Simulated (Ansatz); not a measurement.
# Electron scattering at the Σ5 (210) boundary in fcc Ag, starting shift (0.25, 0.5)

Aim: the relaxed structure and the specific resistance of the Σ5 (210) boundary in fcc Ag, starting shift (0.25, 0.5).

Main program and level: Ansatz 0.2.0; Ansatz plane-wave DFT, PBE, PAW files; relaxation of a bicrystal slab with its lowest layers held; PAW set soft_1, in the first sound run; inputs show where later runs differ.

### Step 1. Set-up

The cell holds 21 atoms: 21 Ag. Its edges and angles: a = 5.005 Å, b = 4.086 Å, c = 30.438 Å, α = 90.0°, β = 90.0°, γ = 65.9°. It derives from Ag. built on the (2 1 0) plane; 2 overlapping atoms removed and the grains opened by 0.25 Å. Vacuum lies along c.

### Step 2. Relaxing the bicrystal

The boundary is built by mirroring the lower grain in the boundary plane and removing any atoms that overlap. A thin bicrystal slab is relaxed first, with the lowest layers held and the upper grain free to shift and open.

input.yaml

```yaml
crystal:
  lattice:
    - [5.0045524935, 0.0, 0.0]
    - [1.6681841645, 3.7301731908, 0.0]
    - [0.0, 0.0, 30.437744037]
  atoms:
    - { symbol: Ag, position: [0.6000000001, 0.6999999999, 0.1642697302] }
    - { symbol: Ag, position: [0.2000000001, 0.3999999999, 0.1942884496] }
    - { symbol: Ag, position: [0.8000000001, 0.0999999999, 0.2243071689] }
    - { symbol: Ag, position: [0.4000000001, 0.7999999999, 0.2543258883] }
    - { symbol: Ag, position: [1.0e-10, 0.4999999999, 0.2843446077] }
    - { symbol: Ag, position: [0.6000000001, 0.2, 0.3143633271] }
    - { symbol: Ag, position: [0.2, 0.9, 0.3443820465] }
    - { symbol: Ag, position: [0.8, 0.6, 0.3744007659] }
    - { symbol: Ag, position: [0.4, 0.3, 0.4044194853] }
    - { symbol: Ag, position: [0.0, 0.0, 0.4344382046] }
    - { symbol: Ag, position: [0.65, 0.8, 0.4726704105] }
    - { symbol: Ag, position: [0.45, 0.4, 0.5327078493] }
    - { symbol: Ag, position: [0.8500000001, 0.7, 0.5627265687] }
    - { symbol: Ag, position: [0.2500000001, 0.9999999999, 0.5927452881] }
    - { symbol: Ag, position: [0.6500000001, 0.2999999999, 0.6227640075] }
    - { symbol: Ag, position: [0.0500000001, 0.5999999999, 0.6527827269] }
    - { symbol: Ag, position: [0.4500000001, 0.8999999999, 0.6828014462] }
    - { symbol: Ag, position: [0.8500000001, 0.1999999999, 0.7128201656] }
    - { symbol: Ag, position: [0.2500000001, 0.4999999999, 0.742838885] }
    - { symbol: Ag, position: [0.6500000001, 0.7999999999, 0.7728576044] }
    - { symbol: Ag, position: [0.0500000002, 0.0999999999, 0.8028763238] }
kpoints:
  mp_grid: { grid: [6, 6, 1] }
hamiltonian:
  xc: pbe
  pseudopotentials: { kind: paw, azcp: { folder: soft_1 } }
scf:
  occupations: { method: fermi_dirac, width: 0.1 }
relax:
  f_tol: 0.03
  max_steps: 80
  constraints: [{ sites: [0, 1, 2, 3] }]
```

Command:

```console
> ansatz run input.yaml --threads 4 --pin off --max-ram 15360MiB --backend cpu --events-out ev --progress --plain --runs-dir out
```

Numbers of over 12 decimals in the logs are rounded to 6 here.

Output:

```text
Engine: ansatz 0.2.0, x86_64-unknown-linux-gnu
Pseudopotentials: kind: paw
Pseudopotential: Ag, paw, valence charge 19, recommended cutoff 420 eV (normal), soft_1/Ag.paw.azcp
Functional definition: PBE
  parameter kappa = 0.804
  parameter beta = 0.066725
  exchange = pbe_x(kappa = kappa, mu = beta*pi^2/3)
  correlation = pbe_c(beta = beta)
Crystal: 21 atoms, lattice volume = 568.207 Å³
Basis set: ecut = 420 eV, 11161 PW (Γ), exchange–correlation on 72×60×432 points (8 copies of the dense FFT grid, shifted against one another)
Bands: 240, of which v1, the nominal top of the filled ones, is band 200 counted from 1 (199 counted from 0)
Symmetry: 1 space group operations
Space group: P1 (ITA 1), of the structure as read, at distance tolerance 8.3e-5 Å
k-points: 20 of 36 (time reversal used)
Non-local potential: Ag, projectors of the file, l = 0: 3, l = 1: 2, l = 2: 2, l = 3: 1
PAW form: soft (Blöchl's): semilocal exchange-correlation on the pseudo side does not see the compensation charge
PAW one-centre angular grid: Ag, 590 points (default); XC on 64 Gauss nodes
Initial density: superposition of atomic densities (neutral atoms: chi_scale 0, normalization atom)
Initial wavefunctions: pseudopotential atomic-orbital guess
Functional: x = pbe(κ = 0.804, μ = 0.219515), c = pbe(β = 0.066725)
SCF iter   1: F=—  HF=-159403.840139 eV  |F-HF|=—  |Δ(HF+E_count)|=         —  Δρ=5.11e-2  dr2=1.74e1  ethr=3.10e-3  ⟨swp⟩=6.4  Hψ=17023  notcnv=0  defer=196
preconditioner: auto → LDOS  [metal: Δε(μ)=0.066 eV  Ē_g=9.225 eV  σ=0.100 eV  W_gap=0.16  n_scr=142 (ndim 8)  ℏωp=23.7 eV  f_vac=0.316  D(μ)=6.83/eV (n_scr^D=24)  β→1.0]
SCF iter   2: F=—  HF=-159406.778541 eV  |F-HF|=—  |Δ(HF+E_count)|=    2.94e0  Δρ=7.20e-2  dr2=2.40e1  ethr=3.10e-3  ⟨swp⟩=2.5  Hψ=9859  notcnv=0  defer=495
SCF iter   3: F=—  HF=-159399.443055 eV  |F-HF|=—  |Δ(HF+E_count)|=    7.34e0  Δρ=1.04e-2  dr2=4.29e-1  ethr=3.10e-3  ⟨swp⟩=2.5  Hψ=8705  notcnv=0  defer=507
SCF iter   4: F=—  HF=-159399.367751 eV  |F-HF|=—  |Δ(HF+E_count)|=   7.53e-2  Δρ=1.31e-3  dr2=8.83e-3  ethr=1.08e-4  ⟨swp⟩=2.0  Hψ=9143  notcnv=0  defer=506
SCF iter   5: F=—  HF=-159399.368011 eV  |F-HF|=—  |Δ(HF+E_count)|=   2.60e-4  Δρ=7.16e-4  dr2=2.50e-3  ethr=2.21e-6  ⟨swp⟩=2.6  Hψ=9148  notcnv=0  defer=506
SCF iter   6: F=—  HF=-159399.367764 eV  |F-HF|=—  |Δ(HF+E_count)|=   2.47e-4  Δρ=1.39e-4  dr2=1.09e-4  ethr=6.27e-7  ⟨swp⟩=2.0  Hψ=6727  notcnv=0  defer=506
SCF iter   7: F=—  HF=-159399.367795 eV  |F-HF|=—  |Δ(HF+E_count)|=   3.07e-5  Δρ=6.70e-5  dr2=2.90e-5  ethr=2.73e-8  ⟨swp⟩=2.1  Hψ=8068  notcnv=0  defer=506
SCF iter   8: F=-159399.367791 eV  HF=-159399.367791 eV  |F-HF|=2.35e-7  |Δ(HF+E_count)|=   3.59e-6  Δρ=1.38e-5  dr2=1.07e-6  ethr=5.64e-9  ⟨swp⟩=4.0  Hψ=14917  notcnv=0
SCF 1 converged in 8 iterations: F = -159399.367791 eV  dr2 = 1.07e-6
  greatest PAW one-centre occupation: 1.001 electrons in one spin orbital (limit 2), on the Ag atom at site 15 (counted from 0), in its partial waves of l = 0
relax step   1: F+E_penalty+E_count = -159399.36779124 eV  Δ(F+E_penalty+E_count) = +0.000e0 eV  max|allowed force component| = 1.445e0 eV/Å  Δτ_max = 0.0000 Å  (8 SCF iters, dr2 threshold 2.25e-5 eV, accepted)
Initial density: handed on by an earlier stage of this run
Initial wavefunctions: those handed on with the density
iter 1 solved again at ethr=3.49e-5 eV; its pass at ethr=3.10e-3 eV (dr2=1.39e-1 eV) is discarded
SCF iter   1: F=—  HF=-159399.883192 eV  |F-HF|=—  |Δ(HF+E_count)|=         —  Δρ=4.81e-3  dr2=1.27e-1  ethr=3.49e-5  ⟨swp⟩=2.0  Hψ=17584  notcnv=0  defer=494
preconditioner: auto → LDOS  [metal: Δε(μ)=0.043 eV  Ē_g=9.525 eV  σ=0.100 eV  W_gap=0.11  n_scr=142 (ndim 8)  ℏωp=23.7 eV  f_vac=0.308  D(μ)=6.23/eV (n_scr^D=18)  β→1.0]
SCF iter   2: F=—  HF=-159399.877796 eV  |F-HF|=—  |Δ(HF+E_count)|=   5.40e-3  Δρ=3.70e-3  dr2=1.51e-1  ethr=3.19e-5  ⟨swp⟩=2.0  Hψ=8323  notcnv=0  defer=494
SCF iter   3: F=—  HF=-159399.845462 eV  |F-HF|=—  |Δ(HF+E_count)|=   3.23e-2  Δρ=4.68e-4  dr2=2.40e-3  ethr=3.19e-5  ⟨swp⟩=2.1  Hψ=7002  notcnv=0  defer=494
SCF iter   4: F=—  HF=-159399.845708 eV  |F-HF|=—  |Δ(HF+E_count)|=   2.45e-4  Δρ=4.59e-4  dr2=1.20e-3  ethr=6.00e-7  ⟨swp⟩=2.0  Hψ=8520  notcnv=0  defer=504
SCF iter   5: F=—  HF=-159399.845387 eV  |F-HF|=—  |Δ(HF+E_count)|=   3.21e-4  Δρ=5.69e-5  dr2=2.16e-5  ethr=3.00e-7  ⟨swp⟩=2.0  Hψ=8007  notcnv=0  defer=504
SCF iter   6: F=-159399.845387 eV  HF=-159399.845387 eV  |F-HF|=2.07e-8  |Δ(HF+E_count)|=   8.45e-8  Δρ=1.57e-5  dr2=1.13e-6  ethr=5.42e-9  ⟨swp⟩=4.0  Hψ=12902  notcnv=0
SCF 2 converged in 6 iterations: F = -159399.845387 eV  dr2 = 1.13e-6
relax step   2: F+E_penalty+E_count = -159399.84538668 eV  Δ(F+E_penalty+E_count) = -4.776e-1 eV  max|allowed force component| = 3.483e-1 eV/Å  Δτ_max = 0.1931 Å  (6 SCF iters, dr2 threshold 1.00e-4 eV, accepted)
SCF iter   1: F=—  HF=-159400.034670 eV  |F-HF|=—  |Δ(HF+E_count)|=         —  Δρ=4.72e-3  dr2=1.41e-1  ethr=2.81e-4  ⟨swp⟩=6.0  Hψ=12234  notcnv=0  defer=492
preconditioner: auto → LDOS  [metal: Δε(μ)=0.034 eV  Ē_g=9.514 eV  σ=0.100 eV  W_gap=0.08  n_scr=142 (ndim 8)  ℏωp=23.7 eV  f_vac=0.306  D(μ)=5.97/eV (n_scr^D=14)  β→1.0]
SCF iter   2: F=—  HF=-159400.024021 eV  |F-HF|=—  |Δ(HF+E_count)|=   1.06e-2  Δρ=3.72e-3  dr2=1.30e-1  ethr=3.54e-5  ⟨swp⟩=2.1  Hψ=9495  notcnv=0  defer=510
SCF iter   3: F=—  HF=-159399.992341 eV  |F-HF|=—  |Δ(HF+E_count)|=   3.17e-2  Δρ=4.13e-4  dr2=1.39e-3  ethr=3.25e-5  ⟨swp⟩=2.0  Hψ=6821  notcnv=0  defer=510
SCF iter   4: F=—  HF=-159399.992379 eV  |F-HF|=—  |Δ(HF+E_count)|=   3.76e-5  Δρ=3.89e-4  dr2=8.29e-4  ethr=3.48e-7  ⟨swp⟩=3.0  Hψ=9775  notcnv=0  defer=510
SCF iter   5: F=—  HF=-159399.992158 eV  |F-HF|=—  |Δ(HF+E_count)|=   2.21e-4  Δρ=4.70e-5  dr2=2.10e-5  ethr=2.08e-7  ⟨swp⟩=2.0  Hψ=8047  notcnv=0  defer=510
SCF iter   6: F=-159399.992157 eV  HF=-159399.992158 eV  |F-HF|=5.83e-8  |Δ(HF+E_count)|=   7.97e-7  Δρ=1.28e-5  dr2=8.69e-7  ethr=1.90e-9  ⟨swp⟩=4.0  Hψ=14986  notcnv=0
SCF 3 converged in 6 iterations: F = -159399.992157 eV  dr2 = 8.69e-7
relax step   3: F+E_penalty+E_count = -159399.99215750 eV  Δ(F+E_penalty+E_count) = -1.468e-1 eV  max|allowed force component| = 1.930e-1 eV/Å  Δτ_max = 0.1950 Å  (6 SCF iters, dr2 threshold 7.58e-6 eV, accepted)
[... from here on, the SCF cycles and remarks between the steps are left out ...]
relax step   4: F+E_penalty+E_count = -159400.07294819 eV  Δ(F+E_penalty+E_count) = -8.079e-2 eV  max|allowed force component| = 1.192e-1 eV/Å  Δτ_max = 0.1947 Å  (7 SCF iters, dr2 threshold 2.33e-6 eV, accepted)
relax step   5: F+E_penalty+E_count = -159400.12329790 eV  Δ(F+E_penalty+E_count) = -5.035e-2 eV  max|allowed force component| = 6.351e-2 eV/Å  Δτ_max = 0.1933 Å  (6 SCF iters, dr2 threshold 4.36e-6 eV, accepted)
relax step   6: F+E_penalty+E_count = -159400.15238453 eV  Δ(F+E_penalty+E_count) = -2.909e-2 eV  max|allowed force component| = 5.824e-2 eV/Å  Δτ_max = 0.1931 Å  (7 SCF iters, dr2 threshold 1.15e-6 eV, accepted)
relax step   7: F+E_penalty+E_count = -159400.17367487 eV  Δ(F+E_penalty+E_count) = -2.129e-2 eV  max|allowed force component| = 5.641e-2 eV/Å  Δτ_max = 0.1838 Å  (7 SCF iters, dr2 threshold 9.64e-7 eV, accepted)
relax step   8: F+E_penalty+E_count = -159400.19005720 eV  Δ(F+E_penalty+E_count) = -1.638e-2 eV  max|allowed force component| = 8.595e-2 eV/Å  Δτ_max = 0.1960 Å  (6 SCF iters, dr2 threshold 2.68e-6 eV, accepted)
relax step   9: F+E_penalty+E_count = -159400.19844813 eV  Δ(F+E_penalty+E_count) = -8.391e-3 eV  max|allowed force component| = 1.724e-1 eV/Å  Δτ_max = 0.1946 Å  (6 SCF iters, dr2 threshold 6.93e-6 eV, accepted)
relax step  10: F+E_penalty+E_count = -159400.20841111 eV  Δ(F+E_penalty+E_count) = -9.963e-3 eV  max|allowed force component| = 5.961e-2 eV/Å  Δτ_max = 0.1923 Å  (6 SCF iters, dr2 threshold 2.97e-5 eV, accepted)
relax step  11: F+E_penalty+E_count = -159400.21150539 eV  Δ(F+E_penalty+E_count) = -3.094e-3 eV  max|allowed force component| = 4.539e-2 eV/Å  Δτ_max = 0.1827 Å  (8 SCF iters, accepted)
SCF iter   1: F=—  HF=-159400.215857 eV  |F-HF|=—  |Δ(HF+E_count)|=         —  Δρ=1.10e-3  dr2=8.27e-3  ethr=1.80e-5  ⟨swp⟩=3.0  Hψ=8783  notcnv=0  defer=505
preconditioner: auto → LDOS  [metal: Δε(μ)=0.056 eV  Ē_g=9.569 eV  σ=0.100 eV  W_gap=0.14  n_scr=142 (ndim 8)  ℏωp=23.7 eV  f_vac=0.314  D(μ)=5.64/eV (n_scr^D=12)  β→1.0]
SCF iter   2: F=—  HF=-159400.214529 eV  |F-HF|=—  |Δ(HF+E_count)|=   1.33e-3  Δρ=8.19e-4  dr2=4.16e-3  ethr=2.07e-6  ⟨swp⟩=2.0  Hψ=9104  notcnv=0  defer=505
SCF iter   3: F=—  HF=-159400.213085 eV  |F-HF|=—  |Δ(HF+E_count)|=   1.44e-3  Δρ=6.52e-5  dr2=1.53e-4  ethr=1.04e-6  ⟨swp⟩=2.0  Hψ=7853  notcnv=0  defer=505
SCF iter   4: F=—  HF=-159400.213097 eV  |F-HF|=—  |Δ(HF+E_count)|=   1.19e-5  Δρ=3.07e-5  dr2=9.80e-6  ethr=3.83e-8  ⟨swp⟩=2.0  Hψ=6613  notcnv=0  defer=505
SCF iter   5: F=—  HF=-159400.213169 eV  |F-HF|=—  |Δ(HF+E_count)|=   7.24e-5  Δρ=2.38e-5  dr2=2.82e-6  ethr=2.46e-9  ⟨swp⟩=2.2  Hψ=7075  notcnv=0  defer=505
SCF iter   6: F=-159400.213168 eV  HF=-159400.213168 eV  |F-HF|=4.11e-8  |Δ(HF+E_count)|=   7.78e-7  Δρ=2.76e-6  dr2=6.01e-8  ethr=2.51e-11  ⟨swp⟩=3.0  Hψ=20407  notcnv=0
SCF 12 converged in 6 iterations: F = -159400.213168 eV  dr2 = 6.01e-8
relax step  12: F+E_penalty+E_count = -159400.21316818 eV  Δ(F+E_penalty+E_count) = -1.663e-3 eV  max|allowed force component| = 1.191e-2 eV/Å  Δτ_max = 0.0352 Å  (6 SCF iters, accepted)
SCF converged after 6 iterations
Free energy (F): -159400.213168 eV
Harris-Foulkes:  -159400.213168 eV  (|F-HF|=4.11e-8)
Internal energy: -159400.025759 eV  (E = F + TS)
E sigma→0 (E₀):  -159400.119464 eV
Entropy (-TS):   -0.187409 eV (-8.924 meV/atom)
Fermi energy:    9.335057 eV
--- Per-component energies (eV) ---
  E_band       = -8052.972948
  E_kinetic    = 9818.221494
  E_local      = -468223.464858  (includes V_loc(G=0)·N_el)
  E_nonlocal   = 669.108481
  E_hartree    = 232206.936402
  E_xc         = -3332.280938
  E_vxc        = -4216.509585  (∫ρ·V_xc dr)
  E_paw        = -83069.744139  (= ΣΔE_a)
  E_vpaw       = -10514.206258  (= ΣTr[D̂ρ^β])
  E_aug_tail   = 0.007951  (compensation charges beyond the density's cutoff)
  E_ewald      = 152531.189848
  E_smearing   = -0.187409  (= −TS)
  E_closure    = -0.000000  (closes the sum)
  Σ components = -159400.213168   (vs F -159400.213168, Δ=0.00e0)
--- Forces (eV/Å), atoms counted from 1 ---
  atom   1  Ag    -0.01841680     0.00771387     0.18123469
  atom   2  Ag    -0.03549346     0.01578996    -0.13969952
  atom   3  Ag     0.03550016    -0.02111824    -0.18582164
  atom   4  Ag     0.00902074    -0.01870296     0.13873541
  atom   5  Ag     0.00099894     0.00097134     0.00743085
  atom   6  Ag     0.00431748    -0.00220056     0.00280885
  atom   7  Ag    -0.00546792     0.00123765    -0.00066380
  atom   8  Ag     0.00623830     0.00024929    -0.00999808
  atom   9  Ag     0.00031821     0.00442322     0.00061615
  atom  10  Ag     0.00306554     0.00471035     0.01191237
  atom  11  Ag     0.00187047    -0.00892717    -0.00282323
  atom  12  Ag     0.00191721    -0.00639279    -0.00423147
  atom  13  Ag    -0.00212600     0.01045081     0.00169375
  atom  14  Ag    -0.00117304     0.00042107     0.00139795
  atom  15  Ag    -0.00069241     0.00257732     0.00027203
  atom  16  Ag    -0.00037552     0.00040258     0.00131297
  atom  17  Ag    -0.00295875     0.00233299     0.00222755
  atom  18  Ag     0.00175605     0.00084089    -0.00067068
  atom  19  Ag    -0.00192699     0.00106726    -0.00167814
  atom  20  Ag     0.00328850     0.00176299    -0.00001544
  atom  21  Ag     0.00064377     0.00215261    -0.00404778
  max |Σ_I F_I| component: 3.04e-4 eV/Å
--- Relaxed structure (12 steps of the walk, 12 accepted, 0 SCFs on fresh bases) ---
  F+E_penalty+E_count = -159400.21316818 eV   max|allowed force component| = 1.191e-2 eV/Å
  atoms:
    - { symbol: Ag, position: [0.6000000001, 0.6999999999, 0.1642697302] }
    - { symbol: Ag, position: [0.200000, 0.400000, 0.194288] }
    - { symbol: Ag, position: [0.800000, 0.100000, 0.2243071689] }
    - { symbol: Ag, position: [0.4000000001, 0.800000, 0.2543258883] }
    - { symbol: Ag, position: [0.00277394, 0.497416, 0.286539] }
    - { symbol: Ag, position: [0.605034, 0.195623, 0.317256] }
    - { symbol: Ag, position: [0.209006, 0.892856, 0.348391] }
    - { symbol: Ag, position: [0.812451, 0.590396, 0.378916] }
    - { symbol: Ag, position: [0.406249, 0.292585, 0.410735] }
    - { symbol: Ag, position: [0.017643, -0.014139, 0.445253] }
    - { symbol: Ag, position: [0.619421, 0.685923, 0.467293] }
    - { symbol: Ag, position: [0.229206, 0.375402, 0.510299] }
    - { symbol: Ag, position: [0.629578, 0.667203, 0.554544] }
    - { symbol: Ag, position: [0.028207, 0.968903, 0.576723] }
    - { symbol: Ag, position: [0.417152, 0.273394, 0.611189] }
    - { symbol: Ag, position: [-0.177608, 0.570413, 0.643152] }
    - { symbol: Ag, position: [0.214968, 0.873849, 0.672937] }
    - { symbol: Ag, position: [0.610637, 0.175674, 0.703948] }
    - { symbol: Ag, position: [0.014177, 0.473623, 0.736569] }
    - { symbol: Ag, position: [0.406940, 0.777036, 0.766654] }
    - { symbol: Ag, position: [-0.196713, 0.078873, 0.793384] }
```

It took 7.2 min on 4 threads of Intel Xeon Platinum 8488C (Sapphire Rapids), shared host; peak memory 3.6 GiB; 28 min of CPU time.

Step by step:

```csv
step,energy less that of the first step (eV),largest force component (eV/Å)
1,0.0000,1.4447
2,-0.4776,0.3483
3,-0.6244,0.1930
4,-0.7052,0.1192
5,-0.7555,0.0635
6,-0.7846,0.0582
7,-0.8059,0.0564
8,-0.8223,0.0859
9,-0.8307,0.1724
10,-0.8406,0.0596
11,-0.8437,0.0454
12,-0.8454,0.0119
```

The atoms that moved most (Å):

```csv
atom,dx,dy,dz,length
Ag12,-1.146,-0.092,-0.682,1.337
Ag21,-1.270,-0.079,-0.289,1.305
Ag20,-1.255,-0.086,-0.189,1.272
Ag18,-1.238,-0.091,-0.270,1.271
Ag14,-1.162,-0.116,-0.488,1.265
Ag15,-1.210,-0.099,-0.352,1.264
Ag17,-1.220,-0.098,-0.300,1.260
Ag19,-1.224,-0.098,-0.191,1.243
```

Final coordinates:

```cif
data_structure
_symmetry_space_group_name_H-M 'P 1'
_symmetry_Int_Tables_number 1
_cell_length_a 5.0046
_cell_length_b 4.0862
_cell_length_c 30.4377
_cell_angle_alpha 90.000
_cell_angle_beta 90.000
_cell_angle_gamma 65.905
_cell_volume 568.21
loop_
_atom_site_label
_atom_site_type_symbol
_atom_site_fract_x
_atom_site_fract_y
_atom_site_fract_z
_atom_site_occupancy
Ag1 Ag 0.60000 0.70000 0.16427 1
Ag2 Ag 0.20000 0.40000 0.19429 1
Ag3 Ag 0.80000 0.10000 0.22431 1
Ag4 Ag 0.40000 0.80000 0.25433 1
Ag5 Ag 0.00277 0.49742 0.28654 1
Ag6 Ag 0.60503 0.19562 0.31726 1
Ag7 Ag 0.20901 0.89286 0.34839 1
Ag8 Ag 0.81245 0.59040 0.37892 1
Ag9 Ag 0.40625 0.29258 0.41073 1
Ag10 Ag 0.01764 0.98586 0.44525 1
Ag11 Ag 0.61942 0.68592 0.46729 1
Ag12 Ag 0.22921 0.37540 0.51030 1
Ag13 Ag 0.62958 0.66720 0.55454 1
Ag14 Ag 0.02821 0.96890 0.57672 1
Ag15 Ag 0.41715 0.27339 0.61119 1
Ag16 Ag 0.82239 0.57041 0.64315 1
Ag17 Ag 0.21497 0.87385 0.67294 1
Ag18 Ag 0.61064 0.17567 0.70395 1
Ag19 Ag 0.01418 0.47362 0.73657 1
Ag20 Ag 0.40694 0.77704 0.76665 1
Ag21 Ag 0.80329 0.07887 0.79338 1
```

This step gave:

- free energy: -159400.2132 eV
- energy at zero smearing: -159400.1195 eV
- Fermi energy: 9.335 eV

The largest force component on a free atom ends at 0.012 eV/Å, under the tolerance of 0.03, after 12 steps.

[end of part 1 of 3]

[Logs are printed without paths, hosts, clocks, repeated set-up lines and the standing remarks that a program may print on its own settings, such as how far it seeks lower states.]

[Hosts, paths, dates, database ids (printed as entryN), source tags and the programs' standing remarks are cut or masked in the printed files.]
